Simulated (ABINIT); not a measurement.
# Na2LiScF6 (Fm-3m): RPA correlation energy against the basis, part 2 of 2

Aim: the RPA correlation energy of Na2LiScF6 (Fm-3m) as bands and response cutoff rise.

ABINIT 10.8.3; PBEsol and many-body steps on it, plane waves.

So far. Step 2 (Empty states on the mesh, 2×2×2 mesh, 466 bands): On this mesh the gap is 6.027 eV. Step 3 (RPA energy: 2×2×2 mesh, 100 bands, screening to 43.5 eV): Local fields lower ε∞ by 6 %. On a Γ-centred mesh this coarse the value itself is usually too large, while a short band sum pulls it down.

## 5. RPA energy: 2×2×2 mesh, 288 bands, screening to 108.8 eV

Level of this step: RPA screening on PBEsol, plane waves, norm-conserving pseudopotentials (ABINIT).

run.abi reads:

```
acell 3*1.0 Angstrom
rprim 
  -0.000000000000 4.017450000000 4.017450000000
  4.017450000000 0.000000000000 4.017450000000
  4.017450000000 4.017450000000 0.000000000000
ntypat 4
znucl 11 3 21 9
natom 10
typat 1 1 2 3 4 4 4 4 4 4
xred 
  0.250000000000 0.250000000000 0.250000000000
  0.750000000000 0.750000000000 0.750000000000
  0.500000000000 0.500000000000 0.500000000000
  0.000000000000 0.000000000000 0.000000000000
  0.250423000000 0.250423000000 0.749577000000
  0.250423000000 0.749577000000 0.749577000000
  0.749577000000 0.749577000000 0.250423000000
  0.250423000000 0.749577000000 0.250423000000
  0.749577000000 0.250423000000 0.749577000000
  0.749577000000 0.250423000000 0.250423000000
pp_dirpath "pseudos"
pseudos "Na.upf, Li.upf, Sc.upf, F.upf"
ecut 38
ngkpt 2 2 2
nshiftk 1
shiftk 0 0 0
kptopt 1
chksymbreak 0
istwfk *1
occopt 1
irdwfk 1
optdriver 3
nband 288
ecuteps 4
inclvkb 2
awtr 1
symchi 1
gwcalctyp 1
nfreqre 0
nfreqim 8
gwrpacorr 1
indata_prefix "in"
outdata_prefix "out"
tmpdata_prefix "tmp"
```

On the command line:

```sh
$ OMP_NUM_THREADS=1 mpirun -n 4 abinit run.abi > log
```

Numbers of over 12 decimals in the logs are rounded to 6 here.

Log:

```text
.Version 10.8.3 of ABINIT. v10.8.2 released Aug 2026.

 Symmetries : space group Fm -3 m (#225); Bravais cF (face-center cubic)
[... echo of the input left out ...]
== DATASET  1 ==================================================================
-   mpi_nproc: 4, omp_nthreads: 1 (-1 if OMP is not activated)

--- !DatasetInfo
iteration_state: {dtset: 1, }
dimensions: {natom: 10, nkpt: 3, mband: 288, nsppol: 1, nspinor: 1, nspden: 1, mpw: 9841, }
cutoff_energies: {ecut:  38.0, pawecutdg:  -1.0, }
[...]
[... chi0 elements left out ...]
  [... further frequencies ...]

 For q-point:  0.000010 0.000020 0.000030
  dielectric constant =   2.0481
  dielectric constant without local fields =   2.2347

  Average fulfillment of the sum rule on Im[epsilon] for q-point    1 :     60.77  [%]
[... wings left out ...]
  q-point number  2        q = ( 0.500000, 0.000000, 0.000000) [r.l.u.]
--------------------------------------------------------------------------------
[... chi0 elements left out ...]
  [... further frequencies ...]

  Average fulfillment of the sum rule on Im[epsilon] for q-point    2 :     64.48  [%]

 [... 1 further q-points ...]
```

Run time: 78 s. Hardware: 4 MPI ranks of AMD EPYC 7R43, shared host; peak memory 2.2 GiB.

Numbers from this step:

```yaml
eps_infinity_with_local_fields_on_this_mesh_along_the_program_s_q_direction: 2.048
the_same_without_local_fields: 2.235
plasma_frequency: 28.05 eV
plane_waves_in_the_screening_matrix: 331
rpa_correlation_energy: -41.16 eV
```

## 6. RPA energy: 2×2×2 mesh, 424 bands, screening to 144.2 eV

run.abi, as its differences from that of step 5:

```diff
@@ -32,4 +32,4 @@
 optdriver 3
-nband 288
-ecuteps 4
+nband 424
+ecuteps 5.3
 inclvkb 2
```

Log:

```text
.Version 10.8.3 of ABINIT. v10.8.2 released Aug 2026.

 Symmetries : space group Fm -3 m (#225); Bravais cF (face-center cubic)
[... echo of the input left out ...]
== DATASET  1 ==================================================================
-   mpi_nproc: 4, omp_nthreads: 1 (-1 if OMP is not activated)

--- !DatasetInfo
iteration_state: {dtset: 1, }
dimensions: {natom: 10, nkpt: 3, mband: 424, nsppol: 1, nspinor: 1, nspden: 1, mpw: 9841, }
cutoff_energies: {ecut:  38.0, pawecutdg:  -1.0, }
[...]
[... chi0 elements left out ...]
  [... further frequencies ...]

 For q-point:  0.000010 0.000020 0.000030
  dielectric constant =   2.0482
  dielectric constant without local fields =   2.2400

  Average fulfillment of the sum rule on Im[epsilon] for q-point    1 :     70.81  [%]
[... wings left out ...]
  q-point number  2        q = ( 0.500000, 0.000000, 0.000000) [r.l.u.]
--------------------------------------------------------------------------------
[... chi0 elements left out ...]
  [... further frequencies ...]

  Average fulfillment of the sum rule on Im[epsilon] for q-point    2 :     73.90  [%]

 [... 1 further q-points ...]
```

It took 2.8 min on 4 MPI ranks; peak memory 3.5 GiB.

This step gave:

```yaml
eps_infinity_with_local_fields_on_this_mesh_along_the_program_s_q_direction: 2.048
the_same_without_local_fields: 2.24
plasma_frequency: 28.05 eV
plane_waves_in_the_screening_matrix: 531
rpa_correlation_energy: -54.1330 eV
```

## 7. RPA energy: 2×2×2 mesh, 173 bands, screening to 136.1 eV, 14 frequencies

run.abi, as its differences from that of step 6:

```diff
@@ -32,4 +32,4 @@
 optdriver 3
-nband 424
-ecuteps 5.3
+nband 173
+ecuteps 5
 inclvkb 2
@@ -39,3 +39,3 @@
 nfreqre 0
-nfreqim 8
+nfreqim 14
 gwrpacorr 1
```

Log:

```text
.Version 10.8.3 of ABINIT. v10.8.2 released Aug 2026.

 Symmetries : space group Fm -3 m (#225); Bravais cF (face-center cubic)
[... echo of the input left out ...]
== DATASET  1 ==================================================================
-   mpi_nproc: 4, omp_nthreads: 1 (-1 if OMP is not activated)

--- !DatasetInfo
iteration_state: {dtset: 1, }
dimensions: {natom: 10, nkpt: 3, mband: 173, nsppol: 1, nspinor: 1, nspden: 1, mpw: 9841, }
cutoff_energies: {ecut:  38.0, pawecutdg:  -1.0, }
[...]
[... chi0 elements left out ...]
  [... further frequencies ...]

 For q-point:  0.000010 0.000020 0.000030
  dielectric constant =   2.0367
  dielectric constant without local fields =   2.2176

  Average fulfillment of the sum rule on Im[epsilon] for q-point    1 :     44.10  [%]
[... wings left out ...]
  q-point number  2        q = ( 0.500000, 0.000000, 0.000000) [r.l.u.]
--------------------------------------------------------------------------------
[... chi0 elements left out ...]
  [... further frequencies ...]

  Average fulfillment of the sum rule on Im[epsilon] for q-point    2 :     48.79  [%]

 [... 1 further q-points ...]
```

Run time: 74 s. Hardware: 4 MPI ranks; peak memory 2.4 GiB.

This step gave:

```yaml
eps_infinity_with_local_fields_on_this_mesh_along_the_program_s_q_direction: 2.037
the_same_without_local_fields: 2.218
plasma_frequency: 28.05 eV
plane_waves_in_the_screening_matrix: 459
rpa_correlation_energy: -35.19 eV
```

## 8. The rungs together

Times are wall times on 4 MPI ranks of AMD EPYC 7R43, shared host, good to a factor of about two.

```
bands  cutoff (eV)  plane waves  frequencies  E_c (eV/atom)     time
  100         43.5           65            8         -1.040     19 s
  173         70.7          169            8         -2.546     39 s
  288        108.8          331            8         -4.116     78 s
  424        144.2          531            8         -5.413  2.8 min
  173        136.1          459           14         -3.519     74 s
```

## 9. Outcome

- 2×2×2 mesh, 100 bands, screening to 43.5 eV: -1.040 eV/atom
- 2×2×2 mesh, 173 bands, screening to 70.7 eV: -2.546 eV/atom
- 2×2×2 mesh, 288 bands, screening to 108.8 eV: -4.116 eV/atom
- 2×2×2 mesh, 424 bands, screening to 144.2 eV: -5.413 eV/atom
- limit by the two highest rungs: -7.88 eV/atom

What this shows: Rows off the diagonal of bands and cutoff are checks and stay out of the ladder. The energy is still falling: −1.297 eV/atom over the last rung. A line in cutoff^(−3/2) puts the limit near -7.88 eV/atom, 46 % beyond the top rung; the pair below gives -5.84, so the estimate is rough. The value holds the valence electrons of these pseudopotentials alone, on one mesh; differences between structures converge far faster than the total.

[Paths, hosts, dates, memory and timing lines, banners, echoed tables and standing remarks are left out of the program output.]

[Logs are printed without paths, hosts, clocks, repeated set-up lines and the standing remarks that a program may print on its own settings, such as how far it seeks lower states.]

[Runs of the session that timed out or met a known fault of the program may be left out.]

[Hosts, paths, dates, database ids (printed as entryN), source tags and the programs' standing remarks are cut or masked in the printed files.]

[G0W0 gaps are taken among the corrected bands and points alone; a level outside them can change the order at an edge.]

[Where Ansatz stands beside ABINIT at settings called matched, ABINIT's density can come from a denser mesh and the files from another edition; pairs whose starting gaps differed by over 0.03 eV were left out, so agreement reads better than it is.]
